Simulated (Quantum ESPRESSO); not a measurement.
# NiO: one coupling from two orders, and a test

Aim: get Heisenberg couplings of NiO from the energies of collinear orders, with pencil and paper, and test them on an order left out of the fit.

Main program and level: Quantum ESPRESSO 7.5; PBEsol with U = 6 eV on Ni d (ortho-atomic projectors); plane waves with GBRV 1.5 PBEsol potentials, no spin-orbit coupling.

Experimental background.

For NiO, rock salt (NaCl structure) (bulk NiO, value quoted from literature), “Local correlations, non-local screening, multiplets, and band formation in NiO” (2012, arxiv:1210.6675) quotes earlier work: ordering temperature (Neel temperature) 523 K [Literature value cited from ref 1 in the introduction].

## Step 1: The structure

Symmetry: Fm-3m, No. 225, cubic system. Conventional cell: a = 4.172 Å, b = 4.172 Å, c = 4.172 Å, α = 90.00°, β = 90.00°, γ = 90.00°. Ni has 6 O at 2.09 Å nearest. O has 6 Ni at 2.09 Å nearest. Farther neighbours and most contacts between anions are not listed.

The cell comes from the Crystallography Open Database.

## Step 2: The parallel order

All energies count from this run.

Input file pw.in:

```
&CONTROL
  calculation = 'scf'
  prefix = 'pwscf'
  outdir = './tmp'
  pseudo_dir = './pseudo'
  disk_io = 'nowf'
/
&SYSTEM
  ibrav = 0
  nat = 2
  ntyp = 2
  ecutwfc = 40
  ecutrho = 280
  nbnd = 20
  occupations = 'smearing'
  smearing = 'fd'
  degauss = 0.00367493
  nspin = 2
  starting_magnetization(1) = 0.1111
  starting_magnetization(2) = 0
/
&ELECTRONS
  conv_thr = 4d-09
  electron_maxstep = 150
  mixing_beta = 0.3
/
ATOMIC_SPECIES
Ni     58.6934 ni_pbesol_v1.4.uspp.F.UPF
O      15.9990 o_pbesol_v1.2.uspp.F.UPF
CELL_PARAMETERS angstrom
   0.0000000000    2.0859016414    2.0859016414
   2.0859016414    0.0000000000    2.0859016414
   2.0859016414    2.0859016414    0.0000000000
ATOMIC_POSITIONS crystal
Ni      0.0000000000    0.0000000000    0.0000000000
O       0.5000000000    0.5000000000    0.5000000000
K_POINTS automatic
8 8 8 0 0 0
HUBBARD {ortho-atomic}
U Ni-3d 6.0000
```

Launch:

```
> OMP_NUM_THREADS=1 mpirun -n 4 pw.x -nk 4 -in pw.in > pw.out
```

Log:

```text
Program PWSCF v.7.5 starts
     [... lines left out ...]
     number of atoms/cell      =            2
     [... lines left out ...]
     number of electrons       =        24.00
     number of Kohn-Sham states=           20
     kinetic-energy cutoff     =      40.0000  Ry
     charge density cutoff     =     280.0000  Ry
     scf convergence threshold =      4.0E-09
     [... lines left out ...]
     48 Sym. Ops., with inversion, found
     [... lines left out ...]
     number of k points=    29  Fermi-Dirac smearing, width (Ry)=  0.0037
     [... lines left out ...]
     iteration # 13     ecut=    40.00 Ry     beta= 0.30
     [... lines left out ...]
     Magnetic moment per site  (integrated on atomic sphere of radius R)
     atom   1 (R=0.292)  charge= 15.6055  magn=  1.7218
     atom   2 (R=0.292)  charge=  5.7112  magn=  0.2180
     [... lines left out ...]
     Tr[ns(  1)] (up, down, total) =   4.97385  3.23057  8.20443
     [... lines left out ...]
     the Fermi energy is    14.4878 ev
!    total energy              =    -375.14974989 Ry
     estimated scf accuracy    <          3.8E-11 Ry
     smearing contrib. (-TS)   =      -0.00000000 Ry
     [... lines left out ...]
     total magnetization       =     2.00 Bohr mag/cell
     absolute magnetization    =     2.01 Bohr mag/cell
     convergence has been achieved in  13 iterations
   JOB DONE.
```

Elapsed: 5.1 s, on 4 MPI ranks of Arm Neoverse V1, shared host; peak memory 0.24 GiB.

Spin moment in the atom's sphere by atom:

```csv
atom,spin moment in the atom's sphere (μB)
Ni1,1.72
O2,0.22
```

This step gave:

```yaml
smearing_term_ts: 1.39e-10 eV
magnetization: 2 μB
absolute_magnetization: 2.014 μB
final_state: ferromagnetic
```

## Step 3: The orders used for the fit

The other orders were run with the same settings, on meshes that hold the same points. Free energies are divided by the number of Ni atoms; q is in fractions of the reciprocal vectors of the first run's cell.

```csv
order,atoms,mesh,free energy (eV),eV per Ni,largest moment (μB)
F +,2,8×8×8,-5104.1724,-5104.1724,1.72
"AF q=(0,1/2,1/2) +-",4,8×4×8,-10208.3185,-5104.1592,1.73
```

## Step 4: Counting neighbours

With E = −Σ J e_i·e_j over ordered pairs of unit vectors, turning a neighbour from parallel to opposed costs 2J a Ni atom. So an order lies 2 Σ n J over the parallel one, n being the opposed neighbours in each shell.

```csv
shell,distance (Å),neighbours,"opposed in AF q=(0,1/2,1/2) +-","opposed in AF q=(0,0,1/2) +-"
J1,2.95,12,8,6
J2,4.17,6,0,6
```

Only J1 is kept, as an effective coupling that takes up all reversed shells.

## Step 5: Solving

```
2 × 8 × J1 = +13.1 meV    (AF q=(0,1/2,1/2) +-)
J1 = +0.82 meV
```

## Step 6: The test

The couplings now give the orders that were left out:

```
2 × 6 × (+0.82) = +9.8 meV    (AF q=(0,0,1/2) +-)
```

The runs themselves:

```csv
order,atoms,mesh,free energy (eV),eV per Ni,largest moment (μB),over the parallel order (meV),foretold (meV)
"AF q=(0,0,1/2) +-",4,8×8×4,-10208.5663,-5104.2832,1.66,-110.8,+9.8
```

## Step 7: One more shell

One way to take up the miss is the next shell. Both differences then fix both couplings, and no order is left for a test.

```
2 × 8 × J1 = +13.1 meV    (AF q=(0,1/2,1/2) +-)
2 × 6 × J1 + 2 × 6 × J2 = -110.8 meV    (AF q=(0,0,1/2) +-)
J1 = +0.82 meV
J2 = -10.05 meV
```

## Step 8: Mean-field temperature

```
gain of AF q=(0,0,1/2) +- over disorder = (12 − 2 × 6) × (+0.82) + (6 − 2 × 6) × (-10.05) = 60.3 meV
T = 2 × 60.3 / (3 × 0.08617) = 467 K
```

## Step 9: What came out

* effective J1 (Ni–Ni at 2.95 Å): 0.82 meV
* largest miss on the orders left out: 121 meV
* J1 with two shells: 0.82 meV
* J2 with two shells: -10.1 meV
* mean-field ordering temperature: 467 K

The model misses the order left out by 121 meV, 109 % of the largest energy difference, so it fails: these couplings alone don't describe the crystal. With the next shell added the couplings are J1 = +0.82 and J2 = -10.05 meV, untested. The largest moment changes by 3.9 % between the orders. Shells that were dropped are folded into the couplings or show in the miss. Mean field overstates the temperature of the model, and classical spins understate it for small quantum spins, by up to the factor (S+1)/S.

Calculation against experiment:

| quantity | measured | mean field |
| --- | --- | --- |
| ordering temperature (K) | 523 | 467 (-10.8 %) |

Measured values from arxiv:1210.6675 (2012).

**Verdict.** The ordering temperature is off by -10.8 %: fair agreement. Mean-field temperatures run high for given couplings and spin length. No cell relaxation is part of this session.

[Logs and program files are shortened in this print: banners, set-up blocks, solver, clock and traceback lines can be left out without a mark of their own.]

[Logs are printed without paths, hosts, clocks, repeated set-up lines and the standing remarks that a program may print on its own settings, such as how far it seeks lower states.]

[Hosts, paths, dates, database ids (printed as entryN), source tags and the programs' standing remarks are cut or masked in the printed files.]

[Where a cell is said to come from a database of computed structures, the database is the Materials Project.]
